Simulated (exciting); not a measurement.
Two BSE runs for the F K edge of ScF3, space group R-3c. Run A: exciting, all-electron LAPW+lo, LDA, exchange and screened direct term (singlet BSE), 3×3×3 shifted k points, 48 conduction bands, |G+q| up to 3 bohr⁻¹, full RPA screening with nempty = 80, Lorentzian half width 0.45 eV. Run B has a fault in its input.

Energy from the Kohn–Sham onset, core level to the lowest empty state found on the meshes used; one zero for both, scaled to A's maximum:

```
E (eV)     A     B
  -8.0  0.01  0.01
  -7.5  0.02  0.01
  -7.0  0.02  0.01
  -6.5  0.02  0.02
  -6.0  0.03  0.02
  -5.5  0.04  0.02
  -5.0  0.05  0.03
  -4.5  0.07  0.04
  -4.0  0.12  0.06
  -3.5  0.25  0.10
  -3.0  0.67  0.20
  -2.5  0.88  0.54
  -2.0  0.39  0.60
  -1.5  0.31  0.27
  -1.0  0.51  0.22
  -0.5  0.71  0.31
   0.0  0.51  0.47
   0.5  0.31  0.48
   1.0  0.34  0.39
   1.5  0.39  0.41
   2.0  0.39  0.37
   2.5  0.41  0.36
   3.0  0.39  0.34
   3.5  0.35  0.30
   4.0  0.37  0.30
   4.5  0.43  0.36
   5.0  0.45  0.40
   5.5  0.42  0.41
   6.0  0.40  0.40
   6.5  0.39  0.39
   7.0  0.41  0.41
   7.5  0.43  0.47
   8.0  0.37  0.46
   8.5  0.31  0.42
   9.0  0.27  0.36
   9.5  0.27  0.35
  10.0  0.28  0.38
  10.5  0.25  0.35
  11.0  0.22  0.30
  11.5  0.20  0.27
  12.0  0.19  0.25
  12.5  0.19  0.25
  13.0  0.18  0.23
  13.5  0.18  0.23
  14.0  0.17  0.22
  14.5  0.17  0.21
  15.0  0.17  0.21
  15.5  0.17  0.21
  16.0  0.15  0.20
  16.5  0.13  0.17
  17.0  0.13  0.16
  17.5  0.14  0.16
  18.0  0.15  0.18
  18.5  0.17  0.20
  19.0  0.17  0.21
  19.5  0.16  0.19
  20.0  0.16  0.20
  20.5  0.17  0.21
  21.0  0.18  0.23
  21.5  0.18  0.23
  22.0  0.15  0.20
  22.5  0.13  0.18
```

**Question.** What most likely went wrong in run B?

The cutoff of the kernels is far too low (cutoff of the kernels (bohr⁻¹) from 3 to 0.6). The spectrum differs from run A by 38 % r.m.s. The highest maximum lies at -2.3 eV (0.71), against -2.7 eV (1.00). The first bright state moves from -2.72 to -2.35 eV. The kernels miss the short-range part of the Coulomb interaction, its components above their cutoff. Other settings could leave a like mark; this is the change that was made.

[Banner, clock and machine lines of the logs are left out without a mark of their own.]

[Logs are printed without paths, hosts, clocks, repeated set-up lines and the standing remarks that a program may print on its own settings, such as how far it seeks lower states.]

[Hosts, paths, dates, database ids (printed as entryN), source tags and the programs' standing remarks are cut or masked in the printed files.]
